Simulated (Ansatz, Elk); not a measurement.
# Bonding as seen by X-rays: Li2AgO2

The structure of Li2AgO2 used here is made up (a known structure type with other elements) and was relaxed beforehand with PBEsol. The aim is the Fourier transform of its all-electron density, F(hkl), set beside the sum over free spherical atoms that refinements use.

Method: DFT, PBE, all-electron APW+lo, Dirac cores, scalar-relativistic bands, static density, no spin, in Elk 11.2.3 (patched build).

This account leaves out most program logs.

The structure was built from a prototype and need not be the compound's stable phase.

## 1. The starting structure

The structure is monoclinic, space group C2/m (No. 12). Conventional cell: a = 6.288 Å, b = 2.966 Å, c = 5.667 Å, α = 90.00°, β = 102.19°, γ = 90.00°. Nearest to Ag lie 4 O at 2.17 Å. Nearest to O lie 4 Li at 1.94 to 2.00 Å and 2 Ag at 2.17 Å. Li has 4 O at 1.94 to 2.00 Å nearest. Farther neighbours and most contacts between anions are not listed.

## 2. Ground state and structure factors

An all-electron density is needed, since X-rays see the cores too. Task 0 finds the density and task 195 Fourier-transforms it; tshift is off so that phases refer to the origin typed.

Contents of elk.in:

```
tasks
  0
  195

xctype
  20

spinpol
  .false.

rgkmax
  7.0

gmaxvr
  14.0

lmaxo
  7

lmaxapw
  8

swidth
  0.002

tshift
  .false.

ramdisk
  .false.

hmaxvr
  5.5

maxscl
  120

epspot
  1e-06

sppath
  './'

avec
  5.94113230495 -2.80254615589 -0.07666653190
  5.94113230495 2.80254615589 -0.07666653190
  -2.12541672312 0.00000000000 10.49558349188

atoms
  3
  'Ag.in'
  1
  0.5000000000 0.5000000000 0.0000000000   0.000000 0.000000 0.000000
  'O.in'
  2
  0.8884516080 0.8884516080 0.7212672080   0.000000 0.000000 0.000000
  0.1115483920 0.1115483920 0.2787327920   0.000000 0.000000 0.000000
  'Li.in'
  2
  0.8284646466 0.8284646466 0.3624504239   0.000000 0.000000 0.000000
  0.1715353534 0.1715353534 0.6375495761   0.000000 0.000000 0.000000

ngridk
  8 8 4
```

Run with:

```sh
> OMP_NUM_THREADS=4 elk
```

The job ended after 44 s (4 threads of Arm Neoverse V2, shared host; peak memory 0.17 GiB; 2.6 min of CPU time).

SFACRHO.OUT:

```text

h k l indices transformed by vhmat matrix:
   1.000000000       0.000000000       0.000000000    
   0.000000000       1.000000000       0.000000000    
   0.000000000       0.000000000       1.000000000    

      h      k      l  multipl.   |H|            Re(F)            Im(F)           |F|

      0      0      0      1   0.0000000       69.000002      0.44207060E-17   69.000002    
      0      0     -1      2  0.60026888       38.410442     -0.10582554E-14   38.410442    
     -1     -1      0      2   1.0818678       40.209507      0.42783755E-13   40.209507    
     -1     -1      1      2   1.1209682       50.863612      0.44144369E-13   50.863612    
      0      0      2      2   1.2005378       26.874473      0.15117934E-14   26.874473    
     -1      0      0      4   1.2446691      -27.654530     -0.21165108E-13   27.654530    
      1      0     -1      4   1.3313259      -35.655078      0.53290719E-14   35.655078    
      1      1      1      2   1.3434848       29.706337     -0.44938060E-13   29.706337    
     -1      0     -1      4   1.4306010      -44.548833     -0.19955673E-13   44.548833    
     -1     -1      2      2   1.4364356       34.461586      0.11338451E-13   34.461586    
     -1      0      2      4   1.6481205      -42.006225     -0.19804494E-13   42.006225    
      1      1      2      2   1.7776700       33.674639     -0.37190119E-13   33.674639    
      0      0      3      2   1.8008066       41.508850      0.30235869E-15   41.508850    
      0      1      2      4   1.8068434      -41.292899      0.57448151E-14   41.292899    
     -1     -1      3      2   1.8949327       23.810290      0.36131863E-13   23.810290    
     -1     -2      1      4   1.9593656      -22.602691     -0.67123629E-13   22.602691    
     -1     -2      0      4   1.9723278      -39.699264     -0.14154166E-13   39.699264    
      0      1     -3      4   2.0930407      -32.973842      0.18595059E-13   32.973842
```

Elk indexes on the primitive cell of elk.in and gives |H| = 4π sin θ/λ in inverse bohr. Below, one row stands for each form hkl of the conventional cell (m members, Friedel mates merged), F is for one primitive cell and the density is static (no thermal factor). Free-atom factors are Waasmaier and Kirfel's, and R is Σm||F|−|F'||/Σm|F|.

| hkl | m | sin θ/λ (Å⁻¹) | abs F, DFT | neutral atoms | diff. | ions | diff. |
| --- | --- | --- | --- | --- | --- | --- | --- |
| 001 | 2 | 0.090 | 38.410 | 38.818 | -0.408 | 37.591 | +0.819 |
| 200 | 2 | 0.163 | 40.209 | 40.463 | -0.254 | 40.253 | -0.044 |
| 2 0 -1 | 2 | 0.169 | 50.864 | 50.612 | +0.252 | 51.292 | -0.429 |
| 002 | 2 | 0.180 | 26.875 | 27.626 | -0.751 | 26.419 | +0.456 |
| 110 | 4 | 0.187 | 27.654 | 28.320 | -0.666 | 27.379 | +0.275 |
| 1 1 -1 | 4 | 0.200 | 35.655 | 35.958 | -0.303 | 35.450 | +0.205 |
| 201 | 2 | 0.202 | 29.706 | 30.303 | -0.597 | 29.498 | +0.209 |
| 111 | 4 | 0.215 | 44.549 | 44.293 | +0.256 | 44.488 | +0.061 |
| 2 0 -2 | 2 | 0.216 | 34.462 | 34.878 | -0.416 | 34.528 | -0.066 |
| 1 1 -2 | 4 | 0.248 | 42.006 | 41.848 | +0.159 | 41.930 | +0.076 |
| 202 | 2 | 0.267 | 33.675 | 33.597 | +0.077 | 33.562 | +0.112 |
| 003 | 2 | 0.271 | 41.509 | 41.336 | +0.173 | 41.377 | +0.131 |
| 112 | 4 | 0.272 | 41.293 | 41.302 | -0.009 | 41.344 | -0.051 |
| 2 0 -3 | 2 | 0.285 | 23.810 | 23.913 | -0.102 | 23.899 | -0.089 |
| 3 1 -1 | 4 | 0.295 | 22.603 | 22.704 | -0.101 | 22.745 | -0.142 |
| 310 | 4 | 0.297 | 39.699 | 39.818 | -0.118 | 39.836 | -0.136 |
| 1 1 -3 | 4 | 0.315 | 32.974 | 33.050 | -0.076 | 33.073 | -0.099 |
| 4 0 -1 | 2 | 0.319 | 37.793 | 38.059 | -0.265 | 38.061 | -0.268 |
| 3 1 -2 | 4 | 0.319 | 29.878 | 29.916 | -0.038 | 29.974 | -0.096 |
| 311 | 4 | 0.325 | 35.133 | 35.186 | -0.053 | 35.137 | -0.004 |
| 400 | 2 | 0.325 | 22.881 | 22.864 | +0.017 | 23.014 | -0.133 |
| 4 0 -2 | 2 | 0.337 | 33.461 | 33.676 | -0.215 | 33.621 | -0.160 |

The ions are Li+, Ag2+ and O2−, by formal charge.

## 3. The highest occupied states alone

An energy window below the Fermi level keeps the highest occupied states, to see at which angles they scatter; shallow core shells can lie inside it and anion s states outside. No new self-consistency is needed.

Edit elk.in of step 2 so:

```diff
@@ -1,3 +1,2 @@
 tasks
-  0
   195
@@ -40,2 +39,5 @@
 
+wsfac
+  -0.290330 0.450660
+
 sppath
```

Run with:

```sh
> OMP_NUM_THREADS=4 elk
```

Wall time 5.3 s (4 threads); peak memory 0.17 GiB; 7.8 s of CPU time.

States within 12 eV below the Fermi level hold 21.00 electrons; any levels below the window count with the cores. Their amplitudes can exceed the total, where window and core parts have opposite phase:

| hkl | sin θ/λ (Å⁻¹) | abs F, window | abs F, all |
| --- | --- | --- | --- |
| 001 | 0.090 | 6.828 | 38.410 |
| 200 | 0.163 | 7.070 | 40.209 |
| 2 0 -1 | 0.169 | 11.757 | 50.864 |
| 002 | 0.180 | 0.115 | 26.875 |
| 110 | 0.187 | 0.992 | 27.654 |
| 1 1 -1 | 0.200 | 2.423 | 35.655 |
| 201 | 0.202 | 0.404 | 29.706 |
| 111 | 0.215 | 8.581 | 44.549 |
| 2 0 -2 | 0.216 | 1.839 | 34.462 |
| 1 1 -2 | 0.248 | 7.619 | 42.006 |

## 4. Another functional

The difference from free atoms is small, so it is set against the change that PBEsol makes.

Edit elk.in of step 3 so:

```diff
@@ -1,2 +1,3 @@
 tasks
+  0
   195
@@ -4,3 +5,3 @@
 xctype
-  20
+  22
 
@@ -39,5 +40,2 @@
 
-wsfac
-  -0.290330 0.450660
-
 sppath
```

Run with:

```sh
> OMP_NUM_THREADS=4 elk
```

The job ended after 47 s (4 threads; peak memory 0.17 GiB; 2.8 min of CPU time).

Against the first run R = 0.04 %; the largest change is -0.050 at 2 0 -1.

## 5. Basis size

A smaller basis shows how fast F responds to it; the change is likely larger than the basis error of the first run, but doesn't show convergence.

Edit elk.in of step 4 so:

```diff
@@ -5,3 +5,3 @@
 xctype
-  22
+  20
 
@@ -11,3 +11,3 @@
 rgkmax
-  7.0
+  5.5
```

Run with:

```sh
> OMP_NUM_THREADS=4 elk
```

Run time: 29 s. Hardware: 4 threads; peak memory 0.17 GiB.

Against the first run R = 0.06 %; the largest change is +0.038 at 113.

## 6. Settings against the effect

| run | R against the first run (%) | R against neutral atoms, low angle (%) | wall time |
| --- | --- | --- | --- |
| PBE, rgkmax 7 | 0.00 | 0.76 | 44 s |
| PBEsol | 0.04 | 0.73 | 47 s |
| rgkmax 5.5 | 0.06 | 0.73 | 29 s |

## 7. Results

| Property | Result |
| --- | --- |
| R against neutral atoms, sin θ/λ < 0.3 Å⁻¹ | 0.76 % |
| R against neutral atoms, 0.3 to 0.65 Å⁻¹ | 0.29 % |
| R against ions, below 0.3 Å⁻¹ | 0.51 % |

Independent neutral atoms miss the calculated amplitudes by R = 0.76 % below 0.3 Å⁻¹ and 0.29 % from there to 0.65 Å⁻¹; by shells, 1.06 % below 0.15 Å⁻¹ (1 form), 0.74 % 0.15 to 0.3 (15 forms), 0.27 % 0.3 to 0.45 (35 forms), 0.31 % above 0.45 (98 forms). Bonding, aspherical density and the tables' own atoms all enter these figures, and the runs don't part them. The largest change of an amplitude is -0.75 electrons, at 002. Formal ions give R = 0.51 % at low angle, nearer than neutral atoms. The window's part falls from 21.0 electrons at the origin to at most 1.01 between 0.45 and 0.65 Å⁻¹, where compact states inside the window still scatter. Below 0.3 Å⁻¹ the changes that finished (PBEsol and rgkmax 5.5) move F by R = 0.07 % at most, against the 0.76 % that separates it from free atoms. The k-mesh has no finished test. These runs have no spin, though d or f shells may be open. The electron count is odd, so without spin the run is a metal by force. Part of the difference isn't bonding: the tables are fits to free atoms and ions calculated by other methods than this functional. Thermal motion, anomalous dispersion and extinction are left out.

[Logs are printed without paths, hosts, clocks, repeated set-up lines and the standing remarks that a program may print on its own settings, such as how far it seeks lower states.]

[Hosts, paths, dates, database ids (printed as entryN), source tags and the programs' standing remarks are cut or masked in the printed files.]
